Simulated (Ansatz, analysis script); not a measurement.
## Energy of spin spirals in MnS

Wanted: E(q) and the moments of MnS along a path through the zone.

Calculated with Ansatz 0.2.0; LDA, PAW set soft_1 (files made for PBE).

Experimental background.

For MnS, rock salt (x = 0), “Single-Crystal and Powder Neutron Diffraction Study of FeXMn1-XS Solid Solutions” (2011, arxiv:1108.4537) gives, by neutron diffraction: ordering temperature (Neel temperature) 150 K.

This is a report of a sequence of runs, with most program output left out.

The database entry behind the starting cell differs from later determinations by our own check (an axis about 0.2 % short against later determinations), so it need not match the best structure at ambient conditions.

## Step 1: The structure

It takes space group Fm-3m (No. 225, cubic). Conventional cell: a = 5.209 Å, b = 5.209 Å, c = 5.209 Å, α = 90.00°, β = 90.00°, γ = 90.00°. Mn has 6 S at 2.60 Å nearest. S has 6 Mn at 2.60 Å nearest. Farther neighbours and most contacts between anions are not listed.

## Step 2: Starting state

First a free collinear run, to see which state the typed moments lead to.

input.yaml reads:

```yaml
crystal:
  lattice:
    - [0.0, 2.6045, 2.6045]
    - [2.6045, 0.0, 2.6045]
    - [2.6045, 2.6045, 0.0]
  atoms:
    - { symbol: Mn, position: [0.0, 0.0, 0.0], spin: 4.5 }
    - { symbol: S, position: [0.5, 0.5, 0.5] }
magnetization:
  spin_polarized: true
kpoints:
  mp_grid: { grid: [6, 6, 6] }
hamiltonian:
  xc: lda
  pseudopotentials: { kind: paw, azcp: { folder: soft_1 }, xc_functional: pbe }
scf:
  occupations: { method: fermi_dirac, width: 0.05 }
  max_iter: 120
  convergence: { dr2_threshold: 1.0e-08 }
  lower_state_search: "off"
output:
  write_density: true
  write_potential: true
  elf: true
  volumetric_format: npy
```

The run is started by

```sh
> ansatz run input.yaml --threads 1 --pin off --max-ram 2560MiB --backend cpu --events-out ev --progress --plain --runs-dir out
```

Run time: 1.6 s. Hardware: 1 thread of Arm Neoverse V2, shared host; peak memory 0.24 GiB.

Spin moment in the atom's sphere by atom:

```tsv
atom	spin moment in the atom's sphere (μB)
Mn1	4.05
S2	0.13
```

Tables count atoms from 1; parts of the log count from 0.

The run ends ferromagnetic, with a net moment of 4.52 μB a cell. With one Mn atom carrying the moment, parallel order of its images is forced by the cell, not found.

Spin density in the ac plane of the conventional cell at fractional y = 0.000, with atoms of Mn and S within 0.2 Å of it.

Ten even steps from '_' (0.0 e/Å³) to '@' (6.8 e/Å³), each cell a mean:
```
**::____________________..==
..__________________________
____________________________
____________________________
____________________________
__________..==**::__________
__________..##@@--__________
____________::--..__________
____________________________
____________________________
____________________________
::..______________________::
@@--____________________..**
```
Columns run along a (5.2 Å), rows up along c (5.2 Å), edges of the conventional cell, whose origin can differ from the input's. Atoms in or near the plane, at fractional coordinates: Mn at (0.00, 0.00), Mn at (0.50, 0.50), S at (0.50, 0.00), S at (0.00, 0.50).

Valence density in the ac plane of the conventional cell at fractional y = 0.000, with atoms of Mn and S within 0.2 Å of it. It is the smooth field of the valence electrons, not physical close to the nuclei.

Ten steps, logarithmic in the rise over the least value, from '0' (0 e/Å³) to '9' (24 e/Å³), each cell a mean:
```
96212332321158
53101233210024
10000112100001
11000011000011
32100244310123
23211488621233
13211599731232
33211367520133
22100123100012
11000011000001
21000122210012
75101233321136
97312321321159
```
Columns run along a (5.2 Å), rows up along c (5.2 Å), edges of the conventional cell, whose origin can differ from the input's. Atoms in or near the plane, at fractional coordinates: Mn at (0.00, 0.00), Mn at (0.50, 0.50), S at (0.50, 0.00), S at (0.00, 0.50).

ELF in the ac plane of the conventional cell at fractional y = 0.000, with atoms of Mn and S within 0.2 Å of it. It is the smooth field of the valence electrons, not physical close to the nuclei.

Values, 13 rows by 14 columns, each cell a mean:
```
0.66 0.49 0.22 0.31 0.74 0.77 0.37 0.25 0.65 0.82 0.51 0.19 0.37 0.61
0.37 0.27 0.14 0.25 0.61 0.79 0.79 0.77 0.82 0.73 0.39 0.15 0.21 0.34
0.22 0.20 0.16 0.15 0.32 0.55 0.67 0.69 0.62 0.43 0.19 0.14 0.18 0.21
0.65 0.58 0.40 0.19 0.15 0.20 0.23 0.24 0.22 0.16 0.14 0.29 0.51 0.63
0.79 0.81 0.70 0.38 0.15 0.18 0.31 0.34 0.25 0.14 0.23 0.58 0.79 0.81
0.29 0.65 0.81 0.51 0.18 0.35 0.59 0.65 0.48 0.22 0.31 0.74 0.79 0.43
0.08 0.54 0.83 0.53 0.20 0.41 0.68 0.74 0.54 0.25 0.32 0.76 0.74 0.22
0.55 0.77 0.79 0.47 0.17 0.29 0.49 0.53 0.39 0.18 0.29 0.69 0.80 0.62
0.82 0.77 0.61 0.29 0.13 0.15 0.22 0.23 0.18 0.13 0.20 0.48 0.71 0.80
0.45 0.39 0.26 0.14 0.18 0.31 0.39 0.40 0.36 0.25 0.15 0.21 0.35 0.43
0.21 0.17 0.13 0.18 0.44 0.69 0.79 0.80 0.74 0.57 0.28 0.14 0.15 0.20
0.51 0.37 0.18 0.28 0.68 0.82 0.68 0.59 0.76 0.78 0.46 0.16 0.27 0.47
0.73 0.54 0.25 0.32 0.76 0.75 0.24 0.10 0.54 0.82 0.53 0.19 0.40 0.67
```
Columns run along a (5.2 Å), rows up along c (5.2 Å), edges of the conventional cell, whose origin can differ from the input's. Atoms in or near the plane, at fractional coordinates: Mn at (0.00, 0.00), Mn at (0.50, 0.50), S at (0.50, 0.00), S at (0.00, 0.50).

## Step 3: Denser mesh

Levels at the Fermi energy are partly filled, so moments and energy differences can hang on the k-mesh, and the state is solved again on a denser one.

input.yaml, the sections that differ from step 2:

```yaml
crystal:
  lattice:
    - [0.0, 2.6045, 2.6045]
    - [2.6045, 0.0, 2.6045]
    - [2.6045, 2.6045, 0.0]
  atoms:
    - { symbol: Mn, position: [0.0, 0.0, 0.0], spin: 4.05 }
    - { symbol: S, position: [0.5, 0.5, 0.5] }
kpoints:
  mp_grid: { grid: [13, 13, 13] }
basis:
  ecutwfc: 420.0
checkpoint:
  read: start
  write: ck
  compress: false
  write_wavefunctions: false
  write_every: 100000
# magnetization, hamiltonian, scf: as in step 2
# output: removed
```

The run is started by

```sh
> ansatz run input.yaml --threads 2 --pin off --max-ram 5120MiB --backend cpu --events-out ev --progress --plain --runs-dir out
```

Elapsed: 2.1 s, on 2 threads; peak memory 0.31 GiB; 3.9 s of CPU time.

Spin moment in the atom's sphere by atom:

```tsv
atom	spin moment in the atom's sphere (μB)
Mn1	4.05
S2	0.13
```

The run ends ferromagnetic, with a net moment of 4.53 μB a cell, against 4.52 μB on the first mesh.

Each spiral starts from these moments, tilted 90° from the rotation axis z (a flat spiral); sizes are free, while the program holds flat spirals in their plane. Spin–orbit coupling is switched off, so the energy does not depend on how the axis lies in the crystal. The folder named start holds the saved collinear state, from which each run begins.

The runs on spinors take the mesh 12×12×12.

## Step 4: q = (0, 0, 0)

The reference is the same input at q = 0, so that basis and exchange-correlation form match those at other q. Every q is chosen so that q/2 is a mesh vector: every spiral then samples the k-points of q = 0, and much mesh noise cancels.

input.yaml, the sections that differ from step 3:

```yaml
crystal:
  lattice:
    - [0.0, 2.6045, 2.6045]
    - [2.6045, 0.0, 2.6045]
    - [2.6045, 2.6045, 0.0]
  atoms:
    - { symbol: Mn, position: [0.0, 0.0, 0.0], spin: 4.05, spin_axis: [1.0, 0.0, 0.0] }
    - { symbol: S, position: [0.5, 0.5, 0.5] }
kpoints:
  mp_grid: { grid: [12, 12, 12] }
magnetization:
  noncollinear: true
  spin_spiral: { q: [0.0, 0.0, 0.0] }
checkpoint:
  read: start
# hamiltonian, scf, basis: as in step 3
```

The run is started by

```sh
> ansatz run input.yaml --threads 1 --pin off --max-ram 2560MiB --backend cpu --events-out ev --progress --plain --runs-dir out
```

The job ended after 15 s (1 thread; peak memory 0.38 GiB).

The largest moment is 4.05 μB, against 4.05 μB in the collinear run.

## Step 5: q = (0.167, 0, 0.167)

Only q changes. The cell stays that of the crystal, since the generalised Bloch theorem carries the rotation from cell to cell.

input.yaml: that of step 4 with these lines changed.

```diff
@@ -22,3 +22,3 @@
   noncollinear: true
-  spin_spiral: { q: [0.0, 0.0, 0.0] }
+  spin_spiral: { q: [0.16666667, 0.0, 0.16666667] }
 checkpoint:
```

It took 42 s on 1 thread; peak memory 0.53 GiB.

The energy of the cell lies 27.3 meV below that at q = 0, and the largest moment is 4.08 μB against 4.05 μB.

## Step 6: q = (0.167, 0.167, 0.333)

input.yaml: that of step 5 with these lines changed.

```diff
@@ -22,3 +22,3 @@
   noncollinear: true
-  spin_spiral: { q: [0.16666667, 0.0, 0.16666667] }
+  spin_spiral: { q: [0.16666667, 0.16666667, 0.33333333] }
 checkpoint:
```

Elapsed: 2 min, on 1 thread; peak memory 1 GiB.

The energy of the cell lies 51.2 meV below that at q = 0, and the largest moment is 4.09 μB against 4.05 μB.

## Step 7: q = (0.333, 0.333, 0.667)

input.yaml: that of step 6 with these lines changed.

```diff
@@ -22,3 +22,3 @@
   noncollinear: true
-  spin_spiral: { q: [0.16666667, 0.16666667, 0.33333333] }
+  spin_spiral: { q: [0.33333333, 0.33333333, 0.66666667] }
 checkpoint:
```

Run time: 2.2 min. Hardware: 1 thread; peak memory 1 GiB.

The energy of the cell lies 57.0 meV below that at q = 0, and the largest moment is 4.11 μB against 4.05 μB.

## Step 8: q = (0.667, 0.333, 0.667)

input.yaml: that of step 7 with these lines changed.

```diff
@@ -22,3 +22,3 @@
   noncollinear: true
-  spin_spiral: { q: [0.33333333, 0.33333333, 0.66666667] }
+  spin_spiral: { q: [0.66666667, 0.33333333, 0.66666667] }
 checkpoint:
```

The job ended after 2.1 min (1 thread; peak memory 1.1 GiB).

The energy of the cell lies 57.0 meV below that at q = 0, and the largest moment is 4.11 μB against 4.05 μB.

6 more runs differ from these in the same keys alone and are tabled below.

## Step 9: The spirals together

```tsv
q (reciprocal lattice)	path length (1/Å)	E(q) − E(0) (meV a magnetic atom)	|m| Mn no. 1 (μB)
(0, 0, 0)	0.000	0.00	4.05
(0.167, 0, 0.167)	0.402	-27.28	4.08
(0.333, 0, 0.333)	0.804	-34.69	4.10
(0.5, 0, 0.5)	1.206	-11.64	4.09
(0.667, 0.333, 0.667)	1.775	-57.03	4.11
(0.5, 0.333, 0.667)	2.123	-57.83	4.11
(0.333, 0.333, 0.667)	2.471	-57.03	4.11
(0.333, 0.333, 0.5)	2.819	-81.54	4.10
(0.167, 0.167, 0.333)	3.168	-51.18	4.09
(0, 0, 0)	3.736	0.00	4.05
(0.333, 0.333, 0.333)	4.433	-77.74	4.09
(0.5, 0.5, 0.5)	4.781	-104.69	4.08
```

## Step 10: Fit by Heisenberg shells

For rigid moments E(q) is a sum of cosines over neighbour shells, so a fit gives the couplings, and from them an ordering temperature.

E = −Σ J e·e over ordered pairs (each pair twice, J > 0 for parallel moments) is fitted to 10 points (copies by symmetry counted).

The fitted shells:

```tsv
pair	distance (Å)	neighbours a magnetic atom	J (meV)
Mn-Mn	3.683	12	-0.6831
Mn-Mn	5.209	6	-8.042
Mn-Mn	6.38	24	-0.1254
Mn-Mn	7.367	12	0.0476
Mn-Mn	8.236	24	0.1088
```

This step gave:

```
r.m.s. miss of the fit             : 0.5790 meV
ordering temperature, mean field   : 377.7 K
wavevector of the mean-field order : 0, 0, 0.5 reciprocal lattice
```

## Step 11: Results

| Property | Result |
| --- | --- |
| lowest point of the path | q = (0.5, 0.5, 0.5), -105 meV a magnetic atom from q = 0 |
| highest point | 0 meV a magnetic atom |
| J of the nearest shell | -0.683 meV |
| mean-field temperature | 378 K |

**Reading.** The state at q = (0.5, 0.5, 0.5) lies 105 meV a magnetic atom below the ferromagnetic start, so that start is not the lowest state; a flat spiral with q made of halves, on one magnetic atom a cell, is a collinear order of a doubled cell. The moments change by at most 2 % from their size at q = 0, so they are nearly rigid. The fit misses by 0.55 % of the energy range, so the shells describe the path well, though few points can't fix distant couplings. The temperatures are those of classical unit spins, and mean field runs high. The 11 spiral runs took 17 min of wall time, added up. Without a U, semilocal functionals delocalise the d or f electrons of such compounds, which shrinks moments, overestimates superexchange, narrows or closes the gap and can change the order. Energies are free energies at a smearing of 0.05 eV, and with partly filled levels differences shift, at times strongly, as the smearing goes to zero. In doubt: the program's search for lower states was switched off, so a lower magnetic state than those reached may exist.

Calculation against experiment:

| quantity | measured | LDA, PAW set soft_1 (files made for PBE), mean field on the fit |
| --- | --- | --- |
| ordering temperature (K) | 150 | 378 (+151.8 %) |

Measured values from arxiv:1108.4537 (2011).

**Verdict.** The ordering temperature is off by +151.8 %: a clear miss. Mean-field temperatures run high for given couplings and spin length. No cell relaxation is part of this session.

[Logs and program files are shortened in this print: banners, set-up blocks, solver, clock and traceback lines can be left out without a mark of their own.]

[Logs are printed without paths, hosts, clocks, repeated set-up lines and the standing remarks that a program may print on its own settings, such as how far it seeks lower states.]

[Hosts, paths, dates, database ids (printed as entryN), source tags and the programs' standing remarks are cut or masked in the printed files.]
